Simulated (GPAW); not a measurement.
# Quasiparticle gap of Sb (buckled honeycomb monolayer) in GPAW

How does a plane-wave GW calculation on Sb (buckled honeycomb monolayer) run from the first input to the gap?

Main program and level: GPAW 26.7.0; LDA and many-body steps on it, plane waves.

**Experimental background.**

- Gap 2.21 eV: optical gap from PL emission peak; photoluminescence, 355 nm excitation; monolayer (antimonene on antimony oxide after hydrogen reduction) (“Ultrathin high-κ antimony oxide single crystals”, 2020, pmc:7237679).

### Step 1. Starting point

The cell holds 2 atoms: 2 Sb. Its edges and angles: a = 4.027 Å, b = 4.027 Å, c = 12.500 Å, α = 90.0°, β = 90.0°, γ = 120.0°. Vacuum lies along c.

The start is a generated structure, not a measured one. Spin-orbit coupling is left out unless a step names it.

### Step 2. Relaxation

This step: GPAW 26.7.0; DFT, LDA, plane waves, PAW.

A relaxation at this level of theory: leftover forces would pass straight into the levels.

run.py reads:

```python
import json
import numpy as np
from gpaw.mpi import world
from ase import Atoms
from ase.constraints import FixSymmetry
from ase.filters import FrechetCellFilter
from ase.optimize import BFGS
from gpaw import GPAW, PW, FermiDirac

atoms = Atoms(['Sb', 'Sb'],
    cell=[[4.0273721000, 0.0000000000, 0.0000000000],
      [-2.0136860500, 3.4878065491, 0.0000000000],
      [0.0000000000, 0.0000000000, 12.5000000000]],
    scaled_positions=[[0.3333333333, 0.6666666667, 0.4388950440],
      [0.6666666667, 0.3333333333, 0.5611049560]],
    pbc=(True, True, False))
atoms.set_constraint(FixSymmetry(atoms))
atoms.calc = GPAW(mode=PW(550),
    xc='LDA',
    kpts={'size': (9, 9, 1), 'gamma': True},
    occupations=FermiDirac(0.02),
    convergence={'density': 1e-5},
    txt='relax.txt')
steps = []
opt = BFGS(FrechetCellFilter(atoms, mask=[1, 1, 0, 0, 0, 1]), logfile='bfgs.log')
opt.attach(lambda: steps.append([atoms.get_potential_energy(), atoms.cell[:], atoms.positions.copy(), atoms.get_forces()]))
converged = opt.run(fmax=0.03, steps=50)
res = {'converged': bool(converged), 'steps': steps, 'cell': atoms.cell[:], 'frac': atoms.get_scaled_positions()}

if world.rank == 0:
    with open('result.json', 'w') as f:
        json.dump(res, f, default=lambda x: x.tolist())
```

Started as:

```console
mpirun -n 4 gpaw python run.py
```

Numbers of over 12 decimals in the logs are rounded to 6 here.

What it wrote:

```text
Step     Time          Energy          fmax
BFGS:    0        -9.707030        0.853338
BFGS:    1        -9.725125        0.584953
BFGS:    2        -9.741769        0.192899
BFGS:    3        -9.742878        0.185674
BFGS:    4        -9.745202        0.090137
BFGS:    5        -9.745474        0.039016
BFGS:    6        -9.745470        0.003000
```

Run time: 41 s. Hardware: 4 MPI ranks of Arm Neoverse V1, shared host; peak memory 0.93 GiB.

Relaxation path:

```
step  energy less that of the first step (eV)  largest force (eV/Å)
   1                                   0.0000                0.8533
   2                                  -0.0181                0.5850
   3                                  -0.0347                0.0591
   4                                  -0.0358                0.0103
   5                                  -0.0382                0.0724
   6                                  -0.0384                0.0390
   7                                  -0.0384                0.0030
```

The atoms that moved most (Å):

| atom | dx | dy | dz | length |
| --- | --- | --- | --- | --- |
| Sb1 | 0.000 | 0.000 | -0.050 | 0.050 |
| Sb2 | 0.000 | 0.000 | 0.050 | 0.050 |

Final coordinates:

```xyz
2
Lattice="3.9887 0.0000 0.0000 -1.9944 3.4543 0.0000 0.0000 0.0000 12.5000" Properties=species:S:1:pos:R:3
Sb    0.0000    2.3029    5.4360
Sb    1.9944    1.1514    7.0640
```

### Step 3. Ground state

The ground-state density comes first.

run.py reads:

```python
import json
import numpy as np
from gpaw.mpi import world
from ase import Atoms
from gpaw import GPAW, PW, FermiDirac

atoms = Atoms(['Sb', 'Sb'],
    cell=[[3.9887360624, 0.0000000000, 0.0000000000],
      [-1.9943680312, 3.4543467590, 0.0000000000],
      [0.0000000000, 0.0000000000, 12.5000000000]],
    scaled_positions=[[0.3333333333, 0.6666666667, 0.4348805096],
      [0.6666666667, 0.3333333333, 0.5651194904]],
    pbc=(True, True, False))
calc = GPAW(mode=PW(450),
    xc='LDA',
    kpts={'size': (9, 9, 1), 'gamma': True},
    occupations=FermiDirac(0.001),
    nbands=-7,
    convergence={'density': 1e-6, 'bands': -3},
    maxiter=100,
    txt='gs.txt')
atoms.calc = calc
res = {'energy': atoms.get_potential_energy()}
kpts = calc.get_ibz_k_points()
res['kpts'] = kpts
res['eigenvalues'] = [calc.get_eigenvalues(kpt=k) for k in range(len(kpts))]
res['n_electrons'] = calc.get_number_of_electrons()
calc.write('gs.gpw')

if world.rank == 0:
    with open('result.json', 'w') as f:
        json.dump(res, f, default=lambda x: x.tolist())
```

Started as:

```console
mpirun -n 4 gpaw python run.py
```

What it wrote:

```text
__  _  _
 | _ |_)|_||  |
 |__||  | ||/\| - 26.7.0

Input parameters:
  mode=PW(ecut=450.000000),
  convergence={'density': 1e-06, 'bands': -3},
  kpts=MonkhorstPack(size=(9, 9, 1), gamma=True),
  maxiter=100,
  nbands=-7,
  occupations=Occupations(name='fermi-dirac', width=0.001, fixmagmom=False),
  xc=XC(name='LDA')
  [... matrices ...]
Diagonalizing LCAO Hamiltonian
Converting LCAO to pw mode

            Sb

        Sb

Atoms  # Å, Bohr magnetons
|   | symbol |         x |        y |        z |    initial magnetic moments |
| 0 |     Sb | -0.000000 | 2.302898 | 5.436006 | ( 0.0000,  0.0000,  0.0000) |
| 1 |     Sb |  1.994368 | 1.151449 | 7.063994 | ( 0.0000,  0.0000,  0.0000) |

Unit cell  # Å
| periodic |         x |        y |         z |   lengths |     angles |
|      yes |  3.988736 | 0.000000 |  0.000000 |  3.988736 |  90.000000 |
|      yes | -1.994368 | 3.454347 |  0.000000 |  3.988736 |  90.000000 |
|       no |  0.000000 | 0.000000 | 12.500000 | 12.500000 | 120.000000 |

Number of symmetries: 12
Symmetry operations  # r_c * U_cc + t_c -> r_c
|    | kind |            matrix            |
|  0 |  σ   |  1, 1, 0,  0,-1, 0,  0, 0, 1 |
|  1 |  S6  |  1, 1, 0, -1, 0, 0,  0, 0,-1 |
|  2 |  E   |  1, 0, 0,  0, 1, 0,  0, 0, 1 |
|  3 |  C2  |  1, 0, 0, -1,-1, 0,  0, 0,-1 |
|  4 |  C2  |  0, 1, 0,  1, 0, 0,  0, 0,-1 |
|  5 |  C3  |  0, 1, 0, -1,-1, 0,  0, 0, 1 |
|  6 |  S6  |  0,-1, 0,  1, 1, 0,  0, 0,-1 |
|  7 |  σ   |  0,-1, 0, -1, 0, 0,  0, 0, 1 |
|  8 |  σ   | -1, 0, 0,  1, 1, 0,  0, 0, 1 |
|  9 |  i   | -1, 0, 0,  0,-1, 0,  0, 0,-1 |
| 10 |  C3  | -1,-1, 0,  1, 0, 0,  0, 0, 1 |
| 11 |  C2  | -1,-1, 0,  0, 1, 0,  0, 0,-1 |

BZ-sampling:
  Number of BZ points: 81
  Number of IBZ points: 12

  Monkhorst-Pack size: [9, 9, 1]
  Monkhorst-Pack shift: [0, 0, 0]

K-points  # in reciprocal-cell coordinates
|     |                                coordinates |     weight |
|   0 | (  0.00000000,   0.00000000,   0.00000000) | 0.01234568 |
|   1 | (  0.11111111,   0.00000000,   0.00000000) | 0.07407407 |
|   2 | (  0.22222222,  -0.11111111,   0.00000000) | 0.07407407 |
|   3 | (  0.22222222,   0.00000000,   0.00000000) | 0.07407407 |
|   4 | (  0.33333333,  -0.11111111,   0.00000000) | 0.14814815 |
|   5 | (  0.33333333,   0.00000000,   0.00000000) | 0.07407407 |
|   6 | (  0.33333333,   0.33333333,   0.00000000) | 0.02469136 |
|   7 | (  0.44444444,  -0.22222222,   0.00000000) | 0.07407407 |
|   8 | (  0.44444444,  -0.11111111,   0.00000000) | 0.14814815 |
|   9 | (  0.44444444,   0.00000000,   0.00000000) | 0.07407407 |
| ... |                                            |            |
|  11 | (  0.44444444,   0.44444444,   0.00000000) | 0.07407407 |

Plane wave coefficients: 3758
Cutoff: 450.000000 eV

Spin-components: 1 (collinear spins)
Bands:           22
Projectors:      12
Spin-degeneracy: 2
Datatype:        complex128

  Storage: CPU
  Wave functions: 15_540_096 bytes (3_885_024 per core)
  Projectors: 12_008_256 bytes (3_002_064 per core)
  [... matrices ...]
Parallelization:
  kpt:    4
  domain: 1
  band:   1

Density:
  Valence electrons: 30.0
  Components: 1
  Grid points: [20 20 63]
  Charge: 0.0  # |e|

Potential:
  Grid points: [20 20 63]

species:
  Sb:
    name:    Antimony
    Z:       51.0
    valence: 15
    core:    36
    charge:  0.0  # [|e|]
    compensation charges:
      type: gauss
      rc: 0.36  # [Å]
      lmax: 2
    cutoffs:
      filter: 2.23  # [Å]
      core: 2.23  # [Å]
    projectors
    | kind |    occ | energy [eV] | rcut [Å] |
    |   5s |  2.000 |     -13.069 |    1.154 |
    |   5p |  3.000 |      -4.994 |    1.233 |
    |   4d | 10.000 |     -33.564 |    1.196 |
    |    s |        |      14.142 |    1.154 |
    |    p |        |      22.217 |    1.233 |
    |    d |        |      -6.353 |    1.196 |

    Using partial waves for Sb as LCAO basis

Reference energy: -352264.872612  # eV

eigensolver:
  PPCG
  Converge bands: -3
  niter=2

density mixing:
  MSR1-Mixer
  Pratt-step length: 0.05
  Maximum mixing coefficient: 0.75
  Old densities: 10
  SVD Regularization: 0.005
  Good broyden scale: 1.0
  Trust region scale: 1.0
  Backstep threshold: 4.0
  History deletion threshold: 6.0
  Fourier metric: weight=20.0, sigma=0.015

occupation numbers:
  Fermi-Dirac:
    width: 0.0010  # eV

poisson solver:
  ecut: 3600.000000  # eV

xc functional:
  name: None

Initialization done in: 0.812 s

convergence criteria:
- Maximum integral of absolute [dens]ity change: 1e-06 electrons / valence electron
- Maximum [total energy] change in last 3 cyles: 0.0005 eV / valence electron
- Maximum integral of absolute [eigenst]ate change: 4e-08 eV^2 / valence electron
maximum number of iterations: 100

SCF iterations
|iter     |     time |      energy | eigst |  dens |
|iter:   1|  |   -9.701417 | +1.68 |       |
|iter:   2|  |   -9.713483 | +0.05 | -1.53 |
|iter:   3|  |   -9.661260 | -1.14 | -1.56 |
|iter:   4|  |   -9.659554 | -2.48 | -2.16 |
|iter:   5|  |   -9.659895c| -3.60 | -2.60 |
|iter:   6|  |   -9.659972c| -4.27 | -3.01 |
|iter:   7|  |   -9.659974c| -5.42 | -4.00 |
|iter:   8|  |   -9.659975c| -6.12 | -4.66 |
|iter:   9|  |   -9.659975c| -7.05 | -5.10 |
|iter:  10|  |   -9.659975c| -7.59c| -5.53 |
|iter:  11|  |   -9.659975c| -7.83c| -6.15c|

Converged in 11 steps
SCF loop duration: 3.950 s (0.359 s/step)
Energy contributions relative to reference atoms: (reference = -352264.872612)
  [... matrices ...]
Energy contributions:
  Kinetic:           1.587752
  Coulomb:          -3.315654
  Zero:              0.419169
  External:          0.000000
  Xc:               -8.351241
  Entropy:          -0.000000
  Spinorbit:         0.000000
  ----------------------------
  Free energy:      -9.659975
  Extrapolated:     -9.659975

dipole moment: (-0.000000, -0.000001, -0.000003)  # |e|*Ang

Fermi level: -0.297
Eigenvalues  # (at kpt = [0.000, 0.000, 0.000])
| band index |      eig [eV] | occ [0-2] |
|          0 |       -29.699 |     2.000 |
|        ... |               |           |
|          7 |       -29.437 |     2.000 |
|          8 |       -29.379 |     2.000 |
|          9 |       -29.379 |     2.000 |
|         10 |       -12.988 |     2.000 |
|         11 |        -7.674 |     2.000 |
|         12 |        -1.993 |     2.000 |
|         13 |        -1.054 |     2.000 |
|         14 |        -1.054 |     2.000 |
|         15 |         0.656 |     0.000 |
|         16 |         1.810 |     0.000 |
|         17 |         1.810 |     0.000 |
|         18 |         3.374 |     0.000 |
|         19 |         3.494 |     0.000 |
|         20 |         5.843 |     0.000 |
|         21 |         6.404 |     0.000 |

Gap: 1.070 eV
Transition (v -> c):
  (s=0, k=0, n=14, [0.00, 0.00, 0.00]) -> (s=0, k=5, n=15, [0.33, 0.00, 0.00])
Direct/indirect transitions are different
Direct gap: 1.710 eV
Transition at: (s=0, k=0, n=14, [0.00, 0.00, 0.00])
vacuum-level: 3.858  # V
# Writing to gs.gpw (mode='')
  [... matrices ...]
```

It took 6.7 s on 4 MPI ranks; peak memory 0.7 GiB.

This step gave:

```yaml
total_energy: -9.660 eV
gap: 1.070 eV
k_of_the_valence_top: 0, 0, 0
k_of_the_conduction_bottom: 0.3333, 0, 0
least_direct_gap: 1.710 eV
```

The gap is indirect, with the least direct gap 0.64 eV higher.

### Step 4. Bands along the symmetry lines

The cheap functional maps the bands first; the places of the edges decide which points the dearer methods must see.

run.py reads:

```python
import json
import numpy as np
from gpaw.mpi import world
from gpaw import GPAW

path = [[0.000000, 0.000000, 0.000000],
    [0.062500, 0.000000, 0.000000],
    [0.125000, 0.000000, 0.000000],
    [0.187500, 0.000000, 0.000000],
    [0.250000, 0.000000, 0.000000],
    [0.312500, 0.000000, 0.000000],
    [0.375000, 0.000000, 0.000000],
    [0.437500, 0.000000, 0.000000],
    [0.500000, 0.000000, 0.000000],
    [0.479167, 0.041667, 0.000000],
    [0.458333, 0.083333, 0.000000],
    [0.437500, 0.125000, 0.000000],
    [0.416667, 0.166667, 0.000000],
    [0.395833, 0.208333, 0.000000],
    [0.375000, 0.250000, 0.000000],
    [0.354167, 0.291667, 0.000000],
    [0.333333, 0.333333, 0.000000],
    [0.291667, 0.291667, 0.000000],
    [0.250000, 0.250000, 0.000000],
    [0.208333, 0.208333, 0.000000],
    [0.166667, 0.166667, 0.000000],
    [0.125000, 0.125000, 0.000000],
    [0.083333, 0.083333, 0.000000],
    [0.041667, 0.041667, 0.000000],
    [0.000000, 0.000000, 0.000000]]
calc = GPAW('gs.gpw').fixed_density(kpts=path,
    symmetry='off',
    nbands=25,
    convergence={'bands': 21},
    txt='bands.txt')
res = {}
kpts = calc.get_ibz_k_points()
res['kpts'] = kpts
res['eigenvalues'] = [calc.get_eigenvalues(kpt=k) for k in range(len(kpts))]
res['n_electrons'] = calc.get_number_of_electrons()

if world.rank == 0:
    with open('result.json', 'w') as f:
        json.dump(res, f, default=lambda x: x.tolist())
```

Started as:

```console
mpirun -n 4 gpaw python run.py
```

What it wrote:

```text
Diagonalizing LCAO Hamiltonian
Converting LCAO to pw mode
convergence criteria:
- Maximum integral of absolute [eigenst]ate change: 4e-08 eV^2 / valence electron
maximum number of iterations: 100

SCF iterations
|iter     |     time |      energy | eigst |  dens |
|iter:   1|  |             | +2.13 |       |
|iter:   2|  |             | +0.66 |       |
|iter:   3|  |             | -0.26 |       |
[...]
|iter:  12|  |             | -6.33 |       |
|iter:  13|  |             | -6.93 |       |
|iter:  14|  |             | -7.65c|       |
SCF steps: 14
  __  _  _
 | _ |_)|_||  |
 |__||  | ||/\| - 26.7.0

Input parameters:
  mode=PW(ecut=450.000000),
  convergence={'bands': 21},
  gpts=array([20, 20, 63]),
  kpts=KPoints(kpts=array([[0.      , 0.      , 0.      ],
         [0.0625  , 0.      , 0.      ],
         [0.125   , 0.      , 0.      ],
         [0.1875  , 0.      , 0.      ],
[...]
[0.479167, 0.041667, 0.      ],
         [0.458333, 0.083333, 0.      ],
[...]
[0.416667, 0.166667, 0.      ],
[...]
[0.25    , 0.25    , 0.      ],
[...]
[0.125   , 0.125   , 0.      ],
         [0.083333, 0.083333, 0.      ],
         [0.041667, 0.041667, 0.      ],
         [0.      , 0.      , 0.      ]])),
  maxiter=100,
  nbands=25,
  occupations=Occupations(name='fermi-dirac', width=0.001, fixmagmom=False),
  parallel={},
  symmetry=Symmetry(point_group=False, time_reversal=False),
  xc=XC(name='LDA')
  [... matrices ...]
timing:  # [seconds]
  Total: 0.027  # ━━━━━━━━━━━━━━━━━━━━━━━━━━━━━━━━━━━━━━━━━━━━━━━━━━━━━━━━━━━
```

Run time: 14 s. Hardware: 4 MPI ranks; peak memory 0.78 GiB.

Numbers from this step:

- gap: 1.056 eV
- k of the valence top: 0, 0, 0
- k of the conduction bottom: 0.3125, 0, 0
- least direct gap: 1.710 eV

The gap is 1.056 eV, −0.014 eV from the run before at this level.

The electronic bands at the labelled points (eV, zero at the top of the highest filled band):

```csv
point,band 12,band 13,band 14,band 15,band 16,band 17,band 18,band 19
Γ,-6.62,-0.94,0.00,0.00,1.71,2.86,2.86,4.43
halfway,-6.69,-2.98,-1.06,-0.76,1.20,3.47,3.60,5.02
M,-8.11,-3.30,-1.76,-1.73,1.51,2.23,3.60,4.89
halfway,-8.22,-3.49,-2.39,-1.73,1.81,2.94,3.16,5.38
K,-8.82,-3.97,-2.05,-2.05,1.18,3.53,3.53,6.49
halfway,-6.81,-3.01,-2.09,-0.72,2.06,2.72,3.87,5.23
Γ,-6.62,-0.94,0.00,0.00,1.71,2.86,2.86,4.43
```

The electronic bands as a text plot (rows in eV, shown from -8.0 to 4.5 only):

```
    4.3 |++++                                                ++++
    3.8 |      +++++++++++++++++      +++++++++++++++++++++++
    3.2 |    ++++++++++         +++++++++  +++               +++
    2.7 |++++          +++       +++          +++   +++++++++++++
    2.2 | +++++           +++++++++              +++++++++++++++
    1.7 |+     +++          ++++   +++        +++               +
    1.1 |         ++++++++++          ++++++++
    0.6 |
    0.1 |****                                                   *
   -0.4 | *****                                           ******
   -0.9 |**************                          ****************
   -1.5 |    **      *******               ******      ******
   -2.0 |                   ***************         ***
   -2.5 |      ***               ******    ***         ***
   -3.0 |         ***                         *********
   -3.6 |            *****************        ***
   -4.1 |                             ********
   -4.6 |
   -5.1 |
   -5.6 |
   -6.2 |
   -6.7 |************                               *************
   -7.2 |            *****                       ***
   -7.7 |                 **                  ***
         Γ                   M           K                      Γ
```

### Step 5. Empty states on the mesh, 6×6×1 mesh, 289 bands

The sums over transitions need many empty states on a uniform mesh; this step solves for them.

run.py reads:

```python
import json
import numpy as np
from gpaw.mpi import world
from gpaw import GPAW

calc = GPAW('gs.gpw').fixed_density(kpts={'size': (6, 6, 1), 'gamma': True},
    parallel={'domain': 1, 'band': 1},
    txt='nscf.txt')
calc.diagonalize_full_hamiltonian(nbands=289)
calc.write('full.gpw', mode='all')
res = {}
kpts = calc.get_ibz_k_points()
res['kpts'] = kpts
res['eigenvalues'] = [calc.get_eigenvalues(kpt=k) for k in range(len(kpts))]
res['n_electrons'] = calc.get_number_of_electrons()

if world.rank == 0:
    with open('result.json', 'w') as f:
        json.dump(res, f, default=lambda x: x.tolist())
```

Started as:

```console
mpirun -n 4 gpaw python run.py
```

What it wrote:

```text
Diagonalizing LCAO Hamiltonian
Converting LCAO to pw mode
convergence criteria:
- Maximum integral of absolute [eigenst]ate change: 4e-08 eV^2 / valence electron
maximum number of iterations: 100

SCF iterations
|iter     |     time |      energy | eigst |  dens |
|iter:   1|  |             | +1.76 |       |
|iter:   2|  |             | +0.22 |       |
|iter:   3|  |             | -0.66 |       |
[...]
|iter:  11|  |             | -6.75 |       |
|iter:  12|  |             | -7.40 |       |
|iter:  13|  |             | -7.51c|       |
SCF steps: 13
  __  _  _
 | _ |_)|_||  |
 |__||  | ||/\| - 26.7.0

Input parameters:
  mode=PW(ecut=450.000000),
  convergence={'density': 1e-06, 'bands': -3},
  gpts=array([20, 20, 63]),
  kpts=MonkhorstPack(size=(6, 6, 1), gamma=True),
  maxiter=100,
  nbands=22,
  occupations=Occupations(name='fermi-dirac', width=0.001, fixmagmom=False),
  parallel={'domain': 1, 'band': 1},
  xc=XC(name='LDA')
Matrix size: 3679x3679
# Writing to full.gpw (mode='all')
  [... matrices ...]

timing:  # [seconds]
  Total: 94.599  # ━━━━━━━━━━━━━━━━━━━━━━━━━━━━━━━━━━━━━━━━━━━━━━━━━━━━━━━━━━
```

It took 100 s on 4 MPI ranks; peak memory 4.6 GiB.

Numbers from this step:

```
gap                                                           : 1.070 eV
k of the valence top                                          : 0, 0, 0
k of the conduction bottom                                    : 0.3333, 0, 0
least direct gap                                              : 1.710 eV
k points computed                                             : 7
lowest point of the top converged band, above the valence top : 75.9299 eV
```

On this mesh the gap is 1.070 eV.

(Continued in part 2 of 2.)

[Paths, hosts, dates, memory and timing lines, banners, echoed tables and standing remarks are left out of the program output.]

[Logs are printed without paths, hosts, clocks, repeated set-up lines and the standing remarks that a program may print on its own settings, such as how far it seeks lower states.]

[Runs of the session that timed out or met a known fault of the program may be left out.]

[Hosts, paths, dates, database ids (printed as entryN), source tags and the programs' standing remarks are cut or masked in the printed files.]
